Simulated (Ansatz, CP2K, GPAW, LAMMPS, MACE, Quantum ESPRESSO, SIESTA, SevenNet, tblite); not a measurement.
# Amorphous Si0.9Ge0.1 (94 atoms) in SIESTA

Aim: run amorphous Si0.9Ge0.1 (94 atoms) in SIESTA and see how near its forces come to a plane-wave reference, and at what cost.

Program: SIESTA 5.4.2. Level of theory: the method is named at each step. Results are calculated unless marked as measured.

### Step 1. The structure

The cell holds 94 atoms: 85 Si and 9 Ge. Cell: a = 12.402 Å, b = 12.402 Å, c = 12.402 Å, α = 90.0°, β = 90.0°, γ = 90.0°. 94 atoms (85 Si, 9 Ge) placed at random at 2.65 g/cm³, melted at 3500 K for 10 ps at fixed volume with the Tersoff potential (Tersoff, Phys. Rev. B 39, 5566 (1989)). Quenched from 3500 K to 700 K at 3 K/ps and fixed volume, held 5 ps.

The yardstick, on the same geometry:

- method: Kohn-Sham DFT, PBE, SSSP efficiency 1.3.0 pseudopotentials, plane waves (Quantum ESPRESSO 7.5); sssp-pbe-1.3.0-efficiency, cutoffs 45/360 Ry, Γ point
- r.m.s. force component: 0.7531 eV/Å
- longest force: 2.572 eV/Å
- pressure: 1.742 GPa
- time: 4 min on 4 MPI ranks of Arm Neoverse V2, shared host
- CPU time: 16 min

### Step 2. PBE, DZP, shift 0.01 Ry, mesh 300 Ry

Method: Kohn-Sham DFT, PBE, PseudoDojo 0.4.1 norm-conserving pseudopotentials (converted to PSML), numerical atomic orbitals (DZP), diagonalisation.

The .psml files are PseudoDojo norm-conserving potentials that we converted to this format, checked against plane waves on the same files for H, C, O, Si, Ge and Ca alone.

Input file input.fdf:

```
SystemLabel cell
NumberOfAtoms 94
NumberOfSpecies 2
%block ChemicalSpeciesLabel
  1 14 Si
  2 32 Ge
%endblock ChemicalSpeciesLabel
LatticeConstant 1.0 Ang
%block LatticeVectors
  12.40220 0.00000 0.00000
  0.00000 12.40220 0.00000
  0.00000 0.00000 12.40220
%endblock LatticeVectors
PAO.BasisSize DZP
PAO.EnergyShift 0.01 Ry
XC.Functional GGA
XC.Authors PBE
MeshCutoff 300 Ry
%block kgrid_Monkhorst_Pack
  1 0 0 0.0
  0 1 0 0.0
  0 0 1 0.0
%endblock kgrid_Monkhorst_Pack
SolutionMethod diagon
OccupationFunction FD
ElectronicTemperature 580 K
SCF.Mixer.Method Pulay
SCF.Mixer.Weight 0.05
SCF.Mixer.History 8
SCF.Mix Hamiltonian
MaxSCFIterations 300
SCF.DM.Tolerance 1e-04
SCF.H.Tolerance 1.0e-3 eV
WriteForces T
Write.HirshfeldPop T
Write.VoronoiPop T
Write.DM F
Write.H F
XML.Write F
AtomicCoordinatesFormat Fractional
%block AtomicCoordinatesAndAtomicSpecies
  0.35700 0.55571 0.19102 1
  0.98309 0.88063 0.83932 1
  0.58666 0.78048 0.87200 1
  0.00745 0.78620 0.40178 1
  0.30427 0.78337 0.35892 1
  0.23376 0.41074 0.96876 1
  0.12200 0.73948 0.13605 1
  0.79206 0.46293 0.55514 1
  0.23129 0.21866 0.53449 1
  0.20544 0.63774 0.28372 1
  0.03679 0.16913 0.19044 1
  0.26117 0.98945 0.89007 1
  0.06998 0.03809 0.91495 1
  0.89021 0.31298 0.92779 1
  0.21797 0.36590 0.67911 1
  0.41191 0.76980 0.77334 1
  0.95249 0.35331 0.38298 1
  0.55807 0.72076 0.59057 1
  0.03911 0.01222 0.09199 1
  0.40036 0.18719 0.65501 1
  0.05574 0.91796 0.52788 1
  0.66698 0.08739 0.92591 1
  0.47945 0.81507 0.35458 1
  0.57215 0.89156 0.19759 1
  0.68048 0.69498 0.72492 1
  0.07239 0.51160 0.98105 1
  0.90990 0.50653 0.87475 1
  0.62839 0.37408 0.78622 1
  0.19658 0.28071 0.83975 1
  0.81401 0.62932 0.97037 1
  0.50413 0.51770 0.30710 1
  0.74121 0.23142 0.83118 1
  0.68571 0.23754 0.36740 1
  0.94201 0.75218 0.21580 1
  0.16765 0.91724 0.17282 1
  0.08397 0.48657 0.61239 1
  0.55750 0.65907 0.41370 1
  0.64798 0.56470 0.04905 1
  0.25423 0.69197 0.53134 1
  0.45173 0.38272 0.42233 1
  0.10655 0.46266 0.31627 1
  0.09695 0.74028 0.78586 1
  0.43514 0.02054 0.13641 1
  0.37865 0.49610 0.88909 1
  0.69363 0.29481 0.54308 1
  0.77972 0.07453 0.36706 1
  0.70663 0.92833 0.84763 1
  0.69822 0.52013 0.23502 1
  0.17520 0.82672 0.63459 1
  0.31968 0.07268 0.43655 1
  0.51172 0.35170 0.61661 1
  0.10226 0.61065 0.45751 1
  0.54199 0.29331 0.09609 1
  0.79014 0.35482 0.27166 1
  0.49492 0.13995 0.98392 1
  0.40365 0.71299 0.09291 1
[... 34 atom lines left out ...]
  0.34897 0.16272 0.83894 2
  0.88934 0.27753 0.12806 2
  0.83495 0.75520 0.47341 2
  0.57493 0.74633 0.05611 2
%endblock AtomicCoordinatesAndAtomicSpecies
```

Launch:

```bash
$ OMP_NUM_THREADS=1 mpirun -np 2 siesta < input.fdf > output.txt
```

The program printed:

```text
Version         : 5.4.2
reinit: System Name:
reinit: System Label: cell
initatom: Reading input for the pseudopotentials and atomic orbitals ----------
Species number:   1 Atomic number:   14 Label: Si
Species number:   2 Atomic number:   32 Label: Ge
Ground state valence configuration (from tables):   3s02  3p02  3d00  4f00
Ground state valence configuration (from tables):   4s02  4p02  4d00  4f00
---- Processing specs for species: Si
GGA--PBE XC_GGA_X_PBE--XC_GGA_C_PBE pb
---- Processing specs for species: Ge
GGA--PBE XC_GGA_X_PBE--XC_GGA_C_PBE pb
Semicore shell(s) with 10 electrons included in the valence for Ge
Semicore shell(s): 3d
Fallback to non-perturbative polarization scheme for Ge
Please see the manual if this is not desired in principle
Si pseudopotential only contains V_ls up to l=2 -- lmxkb reset.
Ge pseudopotential only contains V_ls up to l=2 -- lmxkb reset.
Using PAO.SplitTailNorm
%block ChemicalSpeciesLabel
    1   14 Si                      # Species index, atomic number, species label
    2   32 Ge                      # Species index, atomic number, species label
%endblock ChemicalSpeciesLabel
%block PAO.Basis                 # Define Basis set
Si                    2                    # Species label, number of l-shells
 n=3   0   2                         # n, l, Nzeta
   5.392      3.847
   1.000      1.000
 n=3   1   2 P   1                   # n, l, Nzeta, Polarization, NzetaPol
   6.844      4.952
   1.000      1.000
Ge                    4                    # Species label, number of l-shells
 n=4   0   2                         # n, l, Nzeta
   5.264      3.748
   1.000      1.000
 n=4   1   2                         # n, l, Nzeta
   6.996      5.083
   1.000      1.000
 n=3   2   1                         # n, l, Nzeta
   2.782
   1.000
 n=4   2   1                         # n, l, Nzeta
   6.996
   1.000
%endblock PAO.Basis
coor:   Atomic-coordinates input format  =     Fractional
siesta: System type = bulk
initatomlists: Number of atoms, orbitals, and projectors:     94  1267  1692
siesta: ******************** Simulation parameters ****************************
Total number of electrons:   466.000000
Total ionic charge:   466.000000
 Kpoints in:            1 . Kpoints trimmed:            1
siesta: k-grid: Number of k-points = 1
siesta: k-points from Monkhorst-Pack grid
siesta: k-cutoff (effective) =     6.201 Ang
siesta: k-point supercell and displacements
siesta: k-grid:     1     0     0      0.000
siesta: k-grid:     0     1     0      0.000
siesta: k-grid:     0     0     1      0.000
                     ====================================
                        Single-point calculation
                     ====================================
outcell: Unit cell vectors (Ang):
       12.402200    0.000000    0.000000
        0.000000   12.402200    0.000000
        0.000000    0.000000   12.402200
outcell: Cell vector modules (Ang)   :   12.402200   12.402200   12.402200
outcell: Cell angles (23,13,12) (deg):     90.0000     90.0000     90.0000
outcell: Cell volume (Ang**3)        :   1907.6390
Gamma-point calculation with multiply-connected orbital pairs
Gamma-point calculation with multiply-connected orbital pairs
Folding of H and S implicitly performed
Folding of H and S implicitly performed
new_DM -- step:     1
Initializing Density Matrix...
Attempting to read DM from file... Failed...
DM filled with atomic data:
InitMesh: MESH = 144 x 144 x 144 = 2985984
InitMesh: Mesh cutoff (required, used) =   300.000   372.589 Ry
stepf: Fermi-Dirac step function
        iscf     Eharris(eV)        E_KS(eV)     FreeEng(eV)     dDmax    Ef(eV) dHmax(eV)
   scf:    1   -31532.771002   -31606.301877   -31606.509720  1.654953 -4.409458  6.744459
   scf:    2   -31611.469702   -31609.258838   -31609.478346  0.015982 -4.412652  4.539388
   scf:    3   -31612.245093   -31611.107560   -31611.336175  0.015334 -4.412837  2.560427
   scf:    4   -31612.375481   -31611.858954   -31612.091080  0.007768 -4.406714  1.476134
   scf:    5   -31612.336963   -31612.140415   -31612.374919  0.006562 -4.397861  0.927192
   scf:    6   -31612.317483   -31612.243368   -31612.477388  0.006750 -4.389644  0.726877
[...]
scf:   19   -31612.308299   -31612.308291   -31612.547122  0.000034 -4.370697  0.002320
   scf:   20   -31612.308294   -31612.308293   -31612.547123  0.000042 -4.370683  0.001115
   scf:   21   -31612.308294   -31612.308293   -31612.547123  0.000024 -4.370666  0.000443
SCF Convergence by DM+H criterion
max |DM_out - DM_in|         :     0.0000239377
max |H_out - H_in|      (eV) :     0.0004425985
SCF cycle converged after 21 iterations
Using DM_out to compute the final energy and forces
siesta: E_KS(eV) =           -31612.3083
siesta: E_KS - E_eggbox =    -31612.3083
siesta: Atomic forces (eV/Ang):
     1   -0.197952   -0.859072    0.249651
     2    0.009516    0.288159    0.336614
     3   -0.336658    0.679866   -2.045626
     4    0.368512   -1.234232   -0.626813
     5   -2.257027    0.230145    1.179477
     6   -0.139121   -0.438849   -0.069680
[...]
92    1.168955    0.234716   -0.936290
    93   -0.604182   -0.349852   -0.358315
    94    1.937678    0.495851    0.810960
----------------------------------------
   Tot    0.000522   -0.003305   -0.000635
----------------------------------------
   Max    2.532698
   Res    0.791687    sqrt( Sum f_i^2 / 3N )
----------------------------------------
   Max    2.532698    constrained
Stress tensor Voigt[x,y,z,yz,xz,xy] (kbar):      -34.62      -17.12      -18.91      -17.12        6.82       -9.03
(Free)E + p*V (eV/cell)   -31584.5107
Target enthalpy (eV/cell)   -31612.5471
siesta: Program's energy decomposition (eV):
siesta: Ebs     =     -6161.633218
siesta: Eions   =     38363.589055
siesta: Ena     =      5674.305514
siesta: Ekin    =     19958.036152
siesta: Enl     =    -10182.781992
siesta: DEna    =       195.966604
siesta: DUscf   =        12.582292
siesta: Ex      =     -8186.597842
siesta: Ec      =      -720.229965
siesta: Exc     =     -8906.827807
siesta: Eharris =    -31612.308294
siesta: Etot    =    -31612.308293
siesta: FreeEng =    -31612.547123
siesta: Final energy (eV):
siesta:  Band Struct. =   -6161.633218
siesta:       Kinetic =   19958.036152
siesta:       Hartree =   11163.007239
siesta:         Exch. =   -8186.597842
siesta:         Corr. =    -720.229965
siesta:   Exch.-corr. =   -8906.827807
siesta:  Ion-electron =  -41157.660340
siesta:       Ion-ion =  -12668.863537
siesta:         Total =  -31612.308293
siesta:         Fermi =      -4.370666
siesta: Stress tensor (static) (eV/Ang**3):
siesta:    -0.021606   -0.005639    0.004257
siesta:    -0.005639   -0.010684   -0.010684
siesta:     0.004257   -0.010684   -0.011801
siesta: Cell volume =       1907.638996 Ang**3
siesta: Pressure (static):
siesta:                Solid            Molecule  Units
siesta:           0.00016007          0.00013971  Ry/Bohr**3
siesta:           0.01469690          0.01282742  eV/Ang**3
siesta:          23.54702605         20.55179490  kBar
    Orbital volume contribution        =          71.527593 eV
    (Free)E + p_basis*V_orbitals       =      -31541.019530 eV
    (Free)Eharris+ p_basis*V_orbitals  =      -31541.019531 eV
Hirshfeld Atomic Populations:
Atom #   charge [q] valence [e]  Species
     1     0.010390    3.989610  Si
     2    -0.012714    4.012714  Si
     3    -0.000425    4.000425  Si
     4     0.019463    3.980537  Si
     5    -0.007599    4.007599  Si
     6    -0.029907    4.029907  Si
[...]
86     0.040705   13.959295  Ge
    87     0.032269   13.967731  Ge
    88     0.056096   13.943904  Ge
    89     0.051127   13.948873  Ge
    90     0.033560   13.966440  Ge
    91     0.040490   13.959510  Ge
[...]
--------------------
 Total     0.000008
Voronoi Atomic Populations:
Atom #   charge [q] valence [e]  Species
[...]
83     0.013756    3.986244  Si
    84    -0.001457    4.001457  Si
    85     0.003681    3.996319  Si
[...]
92     0.026255   13.973745  Ge
    93     0.039221   13.960779  Ge
    94     0.022942   13.977058  Ge
--------------------
 Total     0.000008
```

Elapsed: 5 min, on 2 MPI ranks of Arm Neoverse V2, shared host; peak memory 2.4 GiB; 9.9 min of CPU time.

Banners, paths, timers and routine set-up lines are dropped from the logs unmarked, and long logs keep their key lines alone; longer cuts are marked.

Compared with the plane-wave run:

* r.m.s. force component: 0.7917 eV/Å
* r.m.s. difference of force components: 63.27 meV/Å
* longest difference of force vectors: 233.1 meV/Å
* force difference over r.m.s. force: 8.401 %
* slope of forces against the reference's: 1.049
* correlation of force components: 0.9979
* pressure: 2.355 GPa
* pressure difference: 0.6127 GPa

Length of the force difference by element (eV/Å):

```
element  atoms   mean  most
     Ge      9   0.15  0.22
     Si     85  0.093  0.23
```

The surroundings of Si79, which bears the longest force, nearest first, numbered as they follow in the input and with coordinates relative to it.

```
atom      x      y      z  distance (Å)  bonds  Hirshfeld charge (e)     Fx     Fy  Fz (eV/Å)
Si79   0.00   0.00   0.00          0.00      4                 -0.01  -1.54  -2.24       0.17
Si18   1.94   0.87  -0.59          2.21      4                  0.00   0.47   0.45      -1.02
Si16   0.13   1.48   1.68          2.24      4                 -0.01  -0.23   0.52       2.14
Si39  -1.83   0.52  -1.32          2.31      4                 -0.01   0.79   1.00      -0.84
Si71  -0.20  -2.30   0.77          2.43      4                  0.01  -0.07   0.62      -0.16
Si37   1.94   0.11  -2.78          3.39      4                 -0.02   0.88  -0.24       0.06
Si49  -2.81   2.19  -0.04          3.56      4                  0.01   0.97  -0.40       0.51
Si44  -0.28  -1.91   3.11          3.67      4                 -0.01   0.51  -0.15      -0.23
Si25   3.46   0.55   1.08          3.67      4                 -0.01   0.35  -0.96       1.37
Si76  -0.83   0.31   3.57          3.68      4                 -0.02  -0.79   0.13      -0.72
Si85  -1.07   3.40   0.97          3.69      4                  0.00   0.18  -0.21       0.11
```

Forces lie 8.4 % from the reference's, at 0.63 times its CPU time (on 2 against 4 cores).

### Step 3. PBE, SZP, shift 0.01 Ry, mesh 300 Ry

Method: Kohn-Sham DFT, PBE, PseudoDojo 0.4.1 norm-conserving pseudopotentials (converted to PSML), numerical atomic orbitals (SZP), diagonalisation.

input.fdf, as its differences from that of step 2:

```diff
@@ -13,3 +13,3 @@
 %endblock LatticeVectors
-PAO.BasisSize DZP
+PAO.BasisSize SZP
 PAO.EnergyShift 0.01 Ry
```

Launch:

```bash
$ OMP_NUM_THREADS=1 siesta < input.fdf > output.txt
```

The program printed:

```text
Version         : 5.4.2
reinit: System Name:
reinit: System Label: cell
initatom: Reading input for the pseudopotentials and atomic orbitals ----------
Species number:   1 Atomic number:   14 Label: Si
Species number:   2 Atomic number:   32 Label: Ge
Ground state valence configuration (from tables):   3s02  3p02  3d00  4f00
Ground state valence configuration (from tables):   4s02  4p02  4d00  4f00
---- Processing specs for species: Si
GGA--PBE XC_GGA_X_PBE--XC_GGA_C_PBE pb
---- Processing specs for species: Ge
GGA--PBE XC_GGA_X_PBE--XC_GGA_C_PBE pb
Semicore shell(s) with 10 electrons included in the valence for Ge
Semicore shell(s): 3d
Fallback to non-perturbative polarization scheme for Ge
Please see the manual if this is not desired in principle
[... lines left out ...]
Total number of electrons:   466.000000
[... lines left out ...]
stepf: Fermi-Dirac step function
        iscf     Eharris(eV)        E_KS(eV)     FreeEng(eV)     dDmax    Ef(eV) dHmax(eV)
[... lines left out ...]
SCF Convergence by DM+H criterion
[... lines left out ...]
SCF cycle converged after 20 iterations
[... lines left out ...]
   Max    3.043376
[... lines left out ...]
   Max    3.043376    constrained
Stress tensor Voigt[x,y,z,yz,xz,xy] (kbar):      -79.60      -63.05      -65.61      -17.54        6.06      -10.98
[... lines left out ...]
siesta: DEna    =       314.449045
siesta: DUscf   =        12.367189
siesta: Ex      =     -8147.590485
siesta: Ec      =      -724.832870
siesta: Exc     =     -8872.423354
siesta: Eharris =    -31579.269820
siesta: Etot    =    -31579.269815
siesta: FreeEng =    -31579.506919
siesta: Final energy (eV):
siesta:  Band Struct. =   -6236.790565
siesta:       Kinetic =   19822.257906
siesta:       Hartree =   11045.312453
siesta:         Exch. =   -8147.590485
siesta:         Corr. =    -724.832870
siesta:   Exch.-corr. =   -8872.423354
siesta:  Ion-electron =  -40905.553283
siesta:       Ion-ion =  -12668.863537
siesta:         Total =  -31579.269815
siesta:         Fermi =      -4.520443
siesta: Stress tensor (static) (eV/Ang**3):
siesta:    -0.049680   -0.006856    0.003780
siesta:    -0.006856   -0.039351   -0.010945
siesta:     0.003780   -0.010945   -0.040950
siesta: Cell volume =       1907.638996 Ang**3
siesta: Pressure (static):
siesta:                Solid            Molecule  Units
siesta:           0.00047189          0.00045262  Ry/Bohr**3
siesta:           0.04332725          0.04155801  eV/Ang**3
siesta:          69.41791551         66.58327705  kBar
    Orbital volume contribution        =          58.497403 eV
    (Free)E + p_basis*V_orbitals       =      -31521.009516 eV
    (Free)Eharris+ p_basis*V_orbitals  =      -31521.009520 eV
Hirshfeld Atomic Populations:
Atom #   charge [q] valence [e]  Species
     1     0.009136    3.990864  Si
     2    -0.016414    4.016414  Si
     3     0.000756    3.999244  Si
[...]
86     0.044592   13.955408  Ge
    87     0.043824   13.956176  Ge
    88     0.061850   13.938150  Ge
[...]
--------------------
 Total     0.000000
Voronoi Atomic Populations:
Atom #   charge [q] valence [e]  Species
[...]
84    -0.005505    4.005505  Si
    85     0.004434    3.995566  Si
[...]
93     0.046012   13.953988  Ge
    94     0.036273   13.963727  Ge
--------------------
 Total     0.000000
```

The job ended after 6.9 min (1 thread; peak memory 1.8 GiB).

Numbers from this run, and their distance from the reference:

```yaml
r_m_s_force_component: 0.9256 eV/Å
r_m_s_difference_of_force_components: 261.7 meV/Å
longest_difference_of_force_vectors: 1003 meV/Å
force_difference_over_r_m_s_force: 34.75 %
slope_of_forces_against_the_reference_s: 1.195
correlation_of_force_components: 0.9722
pressure: 6.942 GPa
pressure_difference: 5.2 GPa
```

This is a coarse setting, run to see what it loses.

Against the first run (8.4 %), the force difference from the reference is 35 %, at 0.69 times the CPU time (on 1 against 2 cores), with 891 basis functions against 1267: the smaller basis costs accuracy.

(Part 1 of 2 ends here.)

[Also dropped from logs without a mark: logging warnings of Python, and SIESTA's first energy breakdown and zero terms.]

[Logs are printed without paths, hosts, clocks, repeated set-up lines and the standing remarks that a program may print on its own settings, such as how far it seeks lower states.]

[Hosts, paths, dates, database ids (printed as entryN), source tags and the programs' standing remarks are cut or masked in the printed files.]
